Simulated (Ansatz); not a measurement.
**NaVSe3 (model cell, started as cubic perovskite with V in the octahedra): following an unstable mode**

Aim: this structure of NaVSe3 (model cell, started as cubic perovskite with V in the octahedra) is to be tested for unstable modes, and one is followed downhill.

Program: Ansatz 0.2.0. Level of theory: DFT PBE, scalar-relativistic, plane waves, PAW; PAW set soft_1. Results are calculated unless marked as measured.

The structure was built from a prototype and need not be the compound's stable phase.

**1. The starting structure**

The structure is cubic, space group Pm-3m (No. 221). The conventional cell has a = 4.893 Å, b = 4.893 Å, c = 4.893 Å, α = 90.00°, β = 90.00°, γ = 90.00°. Na has 12 Se at 3.46 Å nearest. Nearest to V lie 6 Se at 2.45 Å. Nearest to Se lie 2 V at 2.45 Å and 4 Na at 3.46 Å. Farther neighbours and most contacts between anions are not listed.

Coordinates:

```cif
data_structure
_symmetry_space_group_name_H-M 'Pm-3m'
_symmetry_Int_Tables_number 221
_cell_length_a 4.8932
_cell_length_b 4.8932
_cell_length_c 4.8932
_cell_angle_alpha 90.000
_cell_angle_beta 90.000
_cell_angle_gamma 90.000
_cell_volume 117.16
loop_
_atom_site_label
_atom_site_type_symbol
_atom_site_symmetry_multiplicity
_atom_site_Wyckoff_symbol
_atom_site_fract_x
_atom_site_fract_y
_atom_site_fract_z
_atom_site_occupancy
Na1 Na 1 a 0.00000 0.00000 0.00000 1
V1 V 1 b 0.50000 0.50000 0.50000 1
Se1 Se 3 c 0.50000 0.50000 0.00000 1
```

**2. Response at finite wavevector**

The cell comes from relaxations at this level that are not shown. Stability and thermal properties need the whole zone. Linear response on a 2×2×2 q mesh gives force constants as far as a supercell of that size would.

input.yaml

```yaml
crystal:
  lattice:
    - [4.8932201373, 0.0, 0.0]
    - [0.0, 4.8932201373, 0.0]
    - [0.0, 0.0, 4.8932201373]
  atoms:
    - { symbol: Na, position: [0.0, 0.0, 0.0] }
    - { symbol: V, position: [0.5, 0.5, 0.5] }
    - { symbol: Se, position: [0.5, 0.5, 0.0] }
    - { symbol: Se, position: [0.5, 0.0, 0.5] }
    - { symbol: Se, position: [0.0, 0.5, 0.5] }
kpoints:
  mp_grid: { grid: [8, 8, 8] }
hamiltonian:
  xc: pbe
  pseudopotentials: { kind: paw, azcp: { folder: soft_1 } }
scf:
  occupations: { method: methfessel_paxton, width: 0.2 }
output:
  eigenvalues: true
phonons:
  method: dfpt
  qmesh: [2, 2, 2]
  temperatures: { t_max: 1000, t_step: 50 }
  qpath:
    path:
      - [[0.0, 0.0, 0.0], [0.0, 0.5, 0.0], [0.5, 0.5, 0.0], [0.0, 0.0, 0.0], [0.5, 0.5, 0.5], [0.0, 0.5, 0.0]]
      - [[0.5, 0.5, 0.5], [0.5, 0.5, 0.0]]
    npoints: 10
```

Launch:

```
> ansatz run input.yaml --threads 4 --pin off --max-ram 16384MiB --backend cpu --events-out ev --progress --plain --runs-dir out
```

Numbers of over 12 decimals in the logs are rounded to 6 here.

What it wrote:

```text
Engine: ansatz 0.2.0, aarch64-unknown-linux-gnu
Pseudopotentials: kind: paw
Pseudopotential: Na, paw, valence charge 9, recommended cutoff 420 eV (normal), soft_1/Na.paw.azcp
Pseudopotential: V, paw, valence charge 13, recommended cutoff 420 eV (normal), soft_1/V.paw.azcp
Pseudopotential: Se, paw, valence charge 16, recommended cutoff 420 eV (normal), soft_1/Se.paw.azcp
Functional definition: PBE
  parameter kappa = 0.804
  parameter beta = 0.066725
  exchange = pbe_x(kappa = kappa, mu = beta*pi^2/3)
  correlation = pbe_c(beta = beta)
Crystal: 5 atoms, lattice volume = 117.161 Å³
Basis set: ecut = 420 eV, 2301 PW (Γ), exchange–correlation on 72×72×72 points (8 copies of the dense FFT grid, shifted against one another)
Bands: 42, of which v1, the nominal top of the filled ones, is band 35 counted from 1 (34 counted from 0)
Symmetry: 48 space group operations
k-points: 35 of 512
Non-local potential: Na, projectors of the file, l = 0: 3, l = 1: 2, l = 2: 1
Non-local potential: V, projectors of the file, l = 0: 3, l = 1: 2, l = 2: 3, l = 3: 1
Non-local potential: Se, projectors of the file, l = 0: 2, l = 1: 2, l = 2: 3, l = 3: 1
PAW form: soft (Blöchl's): semilocal exchange-correlation on the pseudo side does not see the compensation charge
PAW one-centre angular grid: Na, 110 points (default); XC on 64 Gauss nodes
PAW one-centre angular grid: V, 590 points (default); XC on 64 Gauss nodes
PAW one-centre angular grid: Se, 590 points (default); XC on 64 Gauss nodes
Initial density: superposition of atomic densities (chi_scale 0.1, normalization cell, long waves kept (reshape's long-wave potential 0.00 eV rms))
Initial wavefunctions: pseudopotential atomic-orbital guess
Functional: x = pbe(κ = 0.804, μ = 0.219515), c = pbe(β = 0.066725)
SCF iter   1: F=—  HF=-20814.864335 eV  |F-HF|=—  |Δ(HF+E_count)|=         —  Δρ=2.52e-1  dr2=1.22e2  ethr=3.10e-3  ⟨swp⟩=5.6  Hψ=5065  notcnv=0
preconditioner: auto → LDOS  [metal: Δε(μ)=0.051 eV  Ē_g=7.100 eV  σ=0.200 eV  W_gap=0.21  n_scr=26 (ndim 8)  ℏωp=16.8 eV  f_vac=0.015  D(μ)=7.84/eV (n_scr^D=80)  β→1.0]
SCF iter   2: F=—  HF=-20809.353087 eV  |F-HF|=—  |Δ(HF+E_count)|=    5.51e0  S|Δr|=    0.00e0  Δρ=7.89e-2  dr2=1.17e1  ethr=3.10e-3  ⟨swp⟩=3.8  Hψ=3394  notcnv=0  defer=11
SCF iter   3: F=—  HF=-20808.874646 eV  |F-HF|=—  |Δ(HF+E_count)|=   4.78e-1  S|Δr|=    0.00e0  Δρ=3.47e-2  dr2=5.71e-1  ethr=3.10e-3  ⟨swp⟩=3.1  Hψ=3160  notcnv=0  defer=9
SCF iter   4: F=—  HF=-20808.465443 eV  |F-HF|=—  |Δ(HF+E_count)|=   4.09e-1  S|Δr|=    0.00e0  Δρ=4.24e-3  dr2=2.44e-2  ethr=8.16e-4  ⟨swp⟩=2.6  Hψ=3104  notcnv=0
SCF iter   5: F=—  HF=-20808.468216 eV  |F-HF|=—  |Δ(HF+E_count)|=   2.77e-3  S|Δr|=    0.00e0  Δρ=1.55e-3  dr2=2.75e-3  ethr=3.49e-5  ⟨swp⟩=2.0  Hψ=1980  notcnv=0
SCF iter   6: F=—  HF=-20808.468287 eV  |F-HF|=—  |Δ(HF+E_count)|=   7.06e-5  S|Δr|=    0.00e0  Δρ=3.56e-4  dr2=1.65e-4  ethr=3.93e-6  ⟨swp⟩=2.1  Hψ=2250  notcnv=0
SCF iter   7: F=—  HF=-20808.468323 eV  |F-HF|=—  |Δ(HF+E_count)|=   3.59e-5  S|Δr|=    0.00e0  Δρ=1.53e-4  dr2=3.24e-5  ethr=2.36e-7  ⟨swp⟩=2.3  Hψ=2643  notcnv=0
SCF iter   8: F=—  HF=-20808.468328 eV  |F-HF|=—  |Δ(HF+E_count)|=   5.32e-6  S|Δr|=    0.00e0  Δρ=2.14e-5  dr2=3.10e-7  ethr=4.63e-8  ⟨swp⟩=1.6  Hψ=1710  notcnv=0
SCF iter   9: F=—  HF=-20808.468330 eV  |F-HF|=—  |Δ(HF+E_count)|=   1.59e-6  S|Δr|=    0.00e0  Δρ=5.56e-6  dr2=3.13e-8  ethr=4.43e-10  ⟨swp⟩=2.0  Hψ=2743  notcnv=0
SCF iter  10: F=—  HF=-20808.468330 eV  |F-HF|=—  |Δ(HF+E_count)|=   2.06e-8  S|Δr|=    0.00e0  Δρ=1.29e-6  dr2=2.62e-9  ethr=4.47e-11  ⟨swp⟩=2.0  Hψ=1759  notcnv=0
SCF iter  11: F=-20808.468330 eV  HF=-20808.468330 eV  |F-HF|=0.00e0  |Δ(HF+E_count)|=  4.69e-10  S|Δr|=    0.00e0  Δρ=6.58e-8  dr2=8.92e-12  ethr=1.00e-12  ⟨swp⟩=4.9  Hψ=6788  notcnv=0
the search or the solves at the SCF's close seem to have found levels that the self-consistency loop had missed (the run counts 1). By its estimate they hold under 1e-12 electrons; where the run keeps them, the occupations were computed again with them
SCF 1 converged in 11 iterations: F = -20808.468330 eV  dr2 = 8.92e-12
  greatest PAW one-centre occupation: 1.000 electrons in one spin orbital (limit 2), on the Se atom at site 2 (counted from 0), in its partial waves of l = 2
Initial density: read from a saved state, or passed on in memory by an earlier SCF of this step, an earlier step, the calling program or the single point that the run made first
iter 1 solved again at ethr=2.43e-7 eV; its pass at ethr=3.10e-3 eV (dr2=1.70e-4 eV) is discarded
SCF iter   1: F=—  HF=-20808.468330 eV  |F-HF|=—  |Δ(HF+E_count)|=         —  Δρ=5.24e-7  dr2=2.29e-10  ethr=2.43e-7  ⟨swp⟩=3.0  Hψ=8395  notcnv=0
eigensolver tolerance schedule: the retry pair's looser diagonalisation over-reported the residual by 740783.21 of it (diagonalisation noise at an unbounded share of the residual, at the tolerance the schedule requests for it); recorded, not acted on — ethr = c·dr2/N_el stays at c = 1.0e-1
preconditioner: auto → LDOS  [metal: Δε(μ)=0.071 eV  Ē_g=7.438 eV  σ=0.200 eV  W_gap=0.30  n_scr=26 (ndim 8)  ℏωp=16.8 eV  f_vac=0.118  D(μ)=3.39/eV (n_scr^D=26)  β→1.0]
SCF iter   2: F=—  HF=-20808.468330 eV  |F-HF|=—  |Δ(HF+E_count)|=   1.15e-7  S|Δr|=    0.00e0  Δρ=7.12e-7  dr2=5.36e-10  ethr=1.00e-12  ⟨swp⟩=3.9  Hψ=4372  notcnv=0
SCF iter   3: F=—  HF=-20808.468330 eV  |F-HF|=—  |Δ(HF+E_count)|=  1.42e-10  S|Δr|=    0.00e0  Δρ=2.86e-7  dr2=6.17e-11  ethr=1.00e-12  ⟨swp⟩=2.5  Hψ=2642  notcnv=0
SCF iter   4: F=—  HF=-20808.468330 eV  |F-HF|=—  |Δ(HF+E_count)|=  7.28e-12  S|Δr|=    0.00e0  Δρ=2.05e-7  dr2=3.37e-11  ethr=1.00e-12  ⟨swp⟩=1.0  Hψ=1470  notcnv=0
SCF iter   5: F=—  HF=-20808.468330 eV  |F-HF|=—  |Δ(HF+E_count)|=  7.28e-12  S|Δr|=    0.00e0  Δρ=1.53e-7  dr2=1.90e-11  ethr=1.00e-12  ⟨swp⟩=1.0  Hψ=1470  notcnv=0
SCF iter   6: F=-20808.468330 eV  HF=-20808.468330 eV  |F-HF|=0.00e0  |Δ(HF+E_count)|=  3.64e-12  S|Δr|=    0.00e0  Δρ=1.62e-8  dr2=2.90e-13  ethr=1.00e-12  ⟨swp⟩=2.0  Hψ=4156  notcnv=0
SCF 2 converged in 6 iterations: F = -20808.468330 eV  dr2 = 2.90e-13
phonons: the bands overlap, so this run is a metal and interpolates without the dipole-dipole term. If the crystal is really an insulator or semiconductor, its LO-TO splitting is missing
NSCF: frozen V_eff on 35 k-points
WARN: eigensolver did not converge (k=5): 1 band(s) unlocked after 20 sweeps at ethr=1.09e-12 eV (storage-precision floor; scheduled 1.00e-12 eV) (lowest unlocked band 41, counted from 0; max residual 3.06e-5 eV among the unlocked bands, 3.06e-5 eV over every band; other slots of this pass that fall short are told together in one closing line; warning suppressed until the next SCF loop or pass starts)
WARN: eigensolver did not converge in 5 slots of this pass, the one above among them; of largest residual over every band (k=9): 1 band(s) unlocked (lowest unlocked band 41, counted from 0; max residual 3.07e-3 eV among the unlocked bands, 3.07e-3 eV over every band); of lowest unlocked band (k=5): band 41
NSCF: frozen V_eff on 125 k-points
DFPT response loops at q = (0, 0, 0) (fractional): preconditioner auto → Kerker (q_TF=auto, 2.504 Å⁻¹) (partly filled bands, converged f_vac=0.118); β = 1.00, the filter's whole step (`scf.mixing.beta` (0.50) is not read by the response loops under this deck's `scf.mixing.preconditioner`; to damp them name `kerker` or `kerker_dos`, under which they read `scf.mixing.beta`, and type it under 1.00, their step now; both keys bind the ground state too); Broyden in place of MSR1
NSCF: frozen V_eff on 250 k-points
DFPT response loops at q = (0, 0, -0.5) (fractional): mixed as the last ones told, above
NSCF: frozen V_eff on 250 k-points
DFPT response loops at q = (0, -0.5, -0.5) (fractional): mixed as the last ones told, above
NSCF: frozen V_eff on 250 k-points
DFPT response loops at q = (-0.5, -0.5, -0.5) (fractional): mixed as the last ones told, above
SCF converged after 11 iterations
Stability not checked: this state was not tested for a lower state beside it, because cold or Methfessel-Paxton smearing, or corrected tetrahedra, fill the levels in a way that the test cannot read (fill_not_monotonic; see scf.lower_state_search)
Free energy (F): -20808.468330 eV
Harris-Foulkes:  -20808.468330 eV  (|F-HF|=0.00e0)
Internal energy: -20808.476472 eV  (E = F + TS)
E sigma→0 (E₀):  -20808.470365 eV
Entropy (-TS):   0.008142 eV (1.628 meV/atom)
Fermi energy:    7.350190 eV
--- Per-component energies (eV) ---
  E_band       = -1653.597229
  E_kinetic    = 740.245468
  E_local      = -11388.431623  (includes V_loc(G=0)·N_el)
  E_nonlocal   = -704.248963
  E_hartree    = 5518.967988
  E_xc         = -406.914974
  E_vxc        = -463.628822  (∫ρ·V_xc dr)
  E_paw        = -7808.839094  (= ΣΔE_a)
  E_vpaw       = -875.469159  (= ΣTr[D̂ρ^β])
  E_aug_tail   = 0.000081  (compensation charges beyond the density's cutoff)
  E_ewald      = -6759.255354
  E_smearing   = 0.008142  (= −TS)
  E_closure    = 0.000000  (closes the sum)
  Σ components = -20808.468330   (vs F -20808.468330, Δ=0.00e0)
--- Band table (eV; the first three rows and the last of 35) ---
  k-point 0: bands = [... 31 lower, 6.2427, 6.4745, 6.4745, 6.4745, 7.0754, 7.0754, 7.0754, 7.5632, ... 3 higher]
  k-point 1: bands = [... 31 lower, 6.1419, 6.3657, 6.4783, 6.6949, 6.6949, 7.3090, 7.3090, 7.5671, ... 3 higher]
  k-point 2: bands = [... 31 lower, 5.4726, 5.9198, 6.4875, 6.7701, 6.7701, 7.5740, 7.7415, 7.7415, ... 3 higher]
  k-point 34: bands = [... 31 lower, 3.5383, 7.8302, 7.8302, 7.8302, 8.0036, 8.0036, 8.0036, 9.4839, ... 3 higher]
--- Phonons (Γ-DFPT): 4 representative perturbations + reference (Σ response iterations 12) ---
  ASR residual: 5.461e-5 → 0.000e0 eV/Å²; symmetrization residual: 8.115e-6 eV/Å²
  ASR residual per site (eV/Å²): 2.63e-5 5.46e-5 5.90e-6 5.90e-6 5.90e-6
  Γ frequencies (cm⁻¹): -132.75 -132.75 -132.75 0.00 0.00 0.00 28.28 28.28 28.28 36.52 36.52 36.52 200.15 200.15 200.15
--- Phonons (arbitrary-q DFPT): 4 irreducible q on the 2×2×2 mesh ---
  q = [0.0000, 0.0000, 0.0000] (star 1, of the zone-centre solve; hermiticity 1.96e-6, symmetrization 1.64e-11): -132.75 -132.75 -132.75 -0.00 0.00 0.00 28.28 28.28 28.28 36.52 36.52 36.52 200.15 200.15 200.15
  q = [0.0000, 0.0000, -0.5000] (star 3, 9 solved perturbations in 975 linear systems a pass and spin channel, the states on 125 of 512 k-point pairs; hermiticity 6.53e-7, symmetrization 1.32e-11): -122.59 -122.59 4.34 4.34 37.18 37.18 46.65 50.24 52.27 84.75 84.75 124.93 190.22 190.22 206.31
  q = [0.0000, -0.5000, -0.5000] (star 3, 9 solved perturbations in 975 linear systems a pass and spin channel, the states on 125 of 512 k-point pairs; hermiticity 8.74e-7, symmetrization 3.52e-11): -114.06 -48.67 -46.34 -46.34 36.92 50.50 50.50 65.85 83.22 83.22 125.87 125.87 127.66 178.75 230.17
  q = [-0.5000, -0.5000, -0.5000] (star 1, 4 solved perturbations in 350 linear systems a pass and spin channel, the states on 125 of 512 k-point pairs; hermiticity 2.51e-7, symmetrization 4.59e-11): -91.22 -91.22 -49.22 -49.22 -49.22 40.80 40.80 40.80 87.91 87.91 87.91 126.83 126.83 126.83 251.65
  sum rule: each row above includes the acoustic sum rule's correction from the zone centre's row sums; it moved no ω² by more than (0.56 cm⁻¹)²
  mesh force constants: q→R imaginary residual 3.42e-18; ASR residual 5.461e-5 → 0.000e0 eV/Å²; symmetrization residual 1.243e-14 eV/Å²
  interpolated dispersion: 62 rows × 15 modes
  density of states and harmonic sums: on the 14×14×14 q-mesh, interpolated from the force constants of a 2×2×2 supercell (no non-analytic term)
  largest difference from the sums on the solved wave vectors: F 2.92e-1 eV, S 3.70e-4 and C_V 7.78e-5 eV/K
  zero-point energy: 0.064250 eV/cell   skipped modes (ω ≤ 0): 535, of them read as no rigid motion or as one in doubt: 532 (4.528e0 modes/cell left out, lowest -132.75 cm⁻¹)   left out of the sums: 3.02e-1 of the cell's modes: C_V's classical limit lies that fraction below 3 k_B per atom; for a crystal, a wire or a layer, F and S can be off by more, and a phonons.interpolated_qmesh denser along its periods is the remedy for the sampling
```

The job ended after 8.6 min (4 threads of Arm Neoverse V1, shared host; peak memory 1.8 GiB).

In the SCF lines HF is the Harris–Foulkes energy and dr2 the Hartree energy of the density residual, in eV; the loop may stop once dr2 is under the threshold and the program's other checks hold. Hψ counts applications of the Hamiltonian.

This run has no spin polarisation, although V can carry a moment.

This step gave:

* volume per atom: 23.43 Å³
* gap on the k-mesh: 0 eV
* sum-rule residual before enforcement: 5.46e-5 eV/Å²
* lowest frequency on the path: -132.8 cm⁻¹
* point group: m-3m
* highest frequency on the path or at a solved wavevector: 251.7 cm⁻¹
* highest optical mode at the zone centre (no LO-TO term): 200.2 cm⁻¹
* lowest optical zone-centre mode: -132.8 cm⁻¹
* lowest mode on the q mesh (acoustic modes at Γ apart): -132.8 cm⁻¹

Frequencies (cm⁻¹) solved at each irreducible wavevector; negative means imaginary. Frequencies by wavevector, by row:

```csv
q in reciprocal lattice units,star,mode 1,mode 2,mode 3,mode 4,mode 13,mode 14,mode 15
0 0 0,1,-132.8,-132.8,-132.8,0,200.2,200.2,200.2
0 0 -0.5,3,-122.6,-122.6,4.3,4.3,190.2,190.2,206.3
0 -0.5 -0.5,3,-114.1,-48.7,-46.3,-46.3,127.7,178.8,230.2
-0.5 -0.5 -0.5,1,-91.2,-91.2,-49.2,-49.2,126.8,126.8,251.7
```

Interpolated from a 2×2×2 q mesh. Phonon branches along the path, in cm⁻¹:

```csv
point,branch 1,branch 2,branch 3,branch 4,branch 12,branch 13,branch 14,branch 15
Γ,-133,-133,-133,0,36,200,200,200
halfway,-127,-127,-76,10,79,196,196,203
X,-123,-123,4,4,125,190,190,206
halfway,-117,-79,-31,-20,126,142,185,225
M,-114,-49,-46,-46,126,128,179,230
halfway,-121,-78,-74,-28,100,167,191,219
Γ,-133,-133,-133,0,36,200,200,200
halfway,-73,-73,-73,-33,105,156,156,235
R,-91,-91,-49,-49,127,127,127,252
halfway,-78,-70,-36,-35,124,124,140,242
X,-123,-123,4,4,125,190,190,206
jump to R,-91,-91,-49,-49,127,127,127,252
halfway,-76,-49,-45,-36,119,119,127,247
M,-114,-49,-46,-46,126,128,179,230
```

Symmetry leaves 4 wavevectors to solve. The lowest mode among them, the acoustic zeros apart, lies at Γ and is imaginary, 132.8i cm⁻¹, so the energy falls along it.

**3. The mode frozen in, largest atomic shift 0 Å**

The mode followed lies at q = (0, 0, -0.5) with frequency 122.6i cm⁻¹ and is 2-fold degenerate, one of the unstable modes though not the softest. At small amplitude the distorted cell has space group no. 51 by a symmetry search on the positions. The undistorted cell that holds it gives the zero of energy on the same k mesh.

System of this step: NaVSe3 (model cell, started as cubic perovskite with V in the octahedra). It takes space group Pm-3m (No. 221, cubic). Conventional cell: a = 4.893 Å, b = 4.893 Å, c = 4.893 Å, α = 90.00°, β = 90.00°, γ = 90.00°. Na has 12 Se at 3.46 Å nearest. Nearest to V lie 6 Se at 2.45 Å. Nearest to Se lie 2 V at 2.45 Å and 4 Na at 3.46 Å. Nearest to Se lie 2 V at 2.45 Å and 4 Na at 3.46 Å. Farther neighbours and most contacts between anions are not listed.

input.yaml

```yaml
crystal:
  lattice:
    - [4.8932201373, 0.0, 0.0]
    - [0.0, 4.8932201373, 0.0]
    - [0.0, 0.0, 9.7864402746]
  atoms:
    - { symbol: Na, position: [0.0, 0.0, 0.0] }
    - { symbol: Na, position: [0.0, 0.0, 0.5] }
    - { symbol: V, position: [0.5, 0.5, 0.25] }
    - { symbol: V, position: [0.5, 0.5, 0.75] }
    - { symbol: Se, position: [0.5, 0.5, 0.0] }
    - { symbol: Se, position: [0.5, 0.5, 0.5] }
    - { symbol: Se, position: [0.5, 0.0, 0.25] }
    - { symbol: Se, position: [0.5, 0.0, 0.75] }
    - { symbol: Se, position: [0.0, 0.5, 0.25] }
    - { symbol: Se, position: [0.0, 0.5, 0.75] }
kpoints:
  mp_grid: { grid: [8, 8, 4] }
hamiltonian:
  xc: pbe
  pseudopotentials: { kind: paw, azcp: { folder: soft_1 } }
scf:
  occupations: { method: methfessel_paxton, width: 0.2 }
output:
  forces: true
  stress: true
  eigenvalues: true
```

What it wrote:

```text
[...]
Crystal: 10 atoms, lattice volume = 234.323 Å³
Basis set: ecut = 420 eV, 4573 PW (Γ), exchange–correlation on 72×72×144 points (8 copies of the dense FFT grid, shifted against one another)
Bands: 84, of which v1, the nominal top of the filled ones, is band 70 counted from 1 (69 counted from 0)
Symmetry: 32 space group operations
[...]
k-points: 45 of 256
[...]
k-point 0: bands = [... 66 lower, 6.4745, 6.4745, 6.5008, 6.8098, 6.8098, 7.0754, 7.0754, 7.0754, ... 10 higher]
  k-point 1: bands = [... 66 lower, 6.4783, 6.4969, 6.6949, 6.6949, 6.8000, 6.8000, 7.3090, 7.3090, ... 10 higher]
  k-point 2: bands = [... 66 lower, 6.4876, 6.4876, 6.7701, 6.7701, 6.7701, 6.7701, 7.5740, 7.5740, ... 10 higher]
  k-point 44: bands = [... 66 lower, 6.7581, 6.7581, 7.8104, 7.8104, 7.9476, 7.9476, 8.0768, 8.0768, ... 10 higher]
[key lines of the parts left out:]
SCF converged after 9 iterations
Free energy (F): -41616.936660 eV
Fermi energy:    7.350204 eV
P = ⅓ Tr σ = -0.0047 GPa (-0.047 kbar)
```

Run time: 15 s. Hardware: 4 threads; peak memory 1.1 GiB; 60 s of CPU time.

This step gave:

```yaml
pressure: -0.004728 GPa
energy_from_the_undistorted_cell: 0 meV/atom
```

The run ends at a pressure of 0.00 GPa.

[end of part 1 of 3]

[Logs are printed without paths, hosts, clocks, repeated set-up lines and the standing remarks that a program may print on its own settings, such as how far it seeks lower states.]

[Hosts, paths, dates, database ids (printed as entryN), source tags and the programs' standing remarks are cut or masked in the printed files.]
